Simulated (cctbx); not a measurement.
# K2GeCl6: precision against data quality

Space group P6_3mc (no. 186), a = 6.9280 Å, b = 6.9280 Å, c = 11.1020 Å, α = 90.00°, β = 90.00°, γ = 120.00°.

| atom | mult. | x | y | z | Ueq (Å²) |
| --- | --- | --- | --- | --- | --- |
| Ge1 | 2 | 1/3 | 2/3 | 0.2614 | 0.0104 |
| K1 | 2 | 1/3 | 2/3 | 0.8755 | 0.0115 |
| K2 | 2 | 0 | 0 | 0.5951 | 0.0094 |
| Cl1 | 6 | 0.8170 | 0.1830 | 0.8665 | 0.0102 |
| Cl2 | 6 | 0.4791 | 0.5209 | 0.1394 | 0.0115 |

This is a model crystal, built by substitution and not relaxed, with assumed displacement parameters.

Five simulated data sets (cctbx; Mo Kα, λ = 0.71073 Å; 6 % proportional error) differ in resolution or exposure (noise floor 8 counts in the first three, 8 in the last two). Each is refined with the right model, isotropic at 1.1 Å and anisotropic otherwise. How do the figures of merit and the uncertainties move?

```csv
d min (Å),top counts,"⟨I/σ⟩ (unmerged, absences included)",unique,param. (scale apart),Rint,R1,GooF,largest s.u. xyz (fractional),s.u. U of Cl1 (Å²),largest error (Å)
1.1,20000,11.3,167,12,0.046,0.0126,0.88,0.00012,0.0003,0.0026
0.84,20000,10.9,349,21,0.049,0.0135,0.99,0.00008,0.0003,0.0034
0.6,20000,9.1,896,21,0.058,0.0136,0.96,0.00004,0.0001,0.0051
0.75,300,1.1,477,21,0.475,0.0790,0.90,0.00077,0.0022,0.0193
0.75,3000,5.2,477,21,0.098,0.0234,0.90,0.00014,0.0004,0.0077
```

The number of reflections grows roughly as 1/d³: 167, 349 and 896 here. R1 follows the noise rather than the truth: at 300 counts it is 0.0790, at 3000 counts 0.0234, while GooF is 0.90 and 0.90: the weights 1/σ² carry the noise. The s.u. of U (U11 where anisotropic) for Cl1 goes 0.0003, 0.0003, 0.0001 Å² with resolution and 0.0022, 0.0004 Å² with exposure.

Hardware for the 0.6 Å refinement: 0.34 s on 1 thread of Arm Neoverse V2 (shared host), peak memory 0.09 GiB.

[Logs are printed without paths, hosts, clocks, repeated set-up lines and the standing remarks that a program may print on its own settings, such as how far it seeks lower states.]
